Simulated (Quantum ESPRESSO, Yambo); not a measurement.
An input for Yambo 5.3.0 (MoS2 (R3m)):

```
optics
bss
bse
em1s
dipoles
rim_cut
RandQpts= 1000000
RandGvec= 1 RL
Chimod= "HARTREE"
BSKmod= "SEX"
BSEmod= "resonant"
BSSmod= "h"
BSENGexx= 20 Ry
BSENGBlk= 4 Ry
% BSEQptR
 1 | 1 |
%
% BSEBands
 19 | 34 |
%
% BEnRange
 0 | 7 | eV
%
% BDmRange
 0.1 | 0.1 | eV
%
BEnSteps= 141
% BLongDir
 1 | 0 | 0 |
%
% BndsRnXs
 9 | 50 |
%
NGsBlkXs= 4 Ry
% LongDrXs
 1 | 1 | 1 |
%
% KfnQP_E
 0.484 | 1.0 | 1.0 |
%
BSHayTrs= -0.02
FFTGvecs= 32 Ry
```

```sh
OMP_NUM_THREADS=2 mpirun -n 2 yambo -F bse6.in -J bse6,bse5_W -C bse6 > bse6.log
```

The stored states that it reads are on a 6×6×6 mesh. It takes space group R3m (No. 160, trigonal). Conventional cell: a = 3.160 Å, b = 3.160 Å, c = 18.450 Å, α = 90.00°, β = 90.00°, γ = 120.00°. Nearest to Mo lie 6 S at 2.40 Å. Nearest to S lie 3 Mo at 2.40 Å. Nearest to S lie 3 Mo at 2.40 Å. Farther neighbours and most contacts between anions are not listed.

Question: Estimate wall time and host memory on 2 MPI ranks of Arm Neoverse V1, shared host.

It took 4.3 min; on shared hardware allow 2.1 min to 8.5 min. Peak host memory was 2.6 GiB.

The kernel grows as the square of the matrix size, and full diagonalisation as its cube.

[Paths, hosts, dates, memory and timing lines, banners, echoed tables and standing remarks are left out of the program output.]

[Logs are printed without paths, hosts, clocks, repeated set-up lines and the standing remarks that a program may print on its own settings, such as how far it seeks lower states.]

[Runs of the session that timed out or met a known fault of the program may be left out.]

[Hosts, paths, dates, database ids (printed as entryN), source tags and the programs' standing remarks are cut or masked in the printed files.]
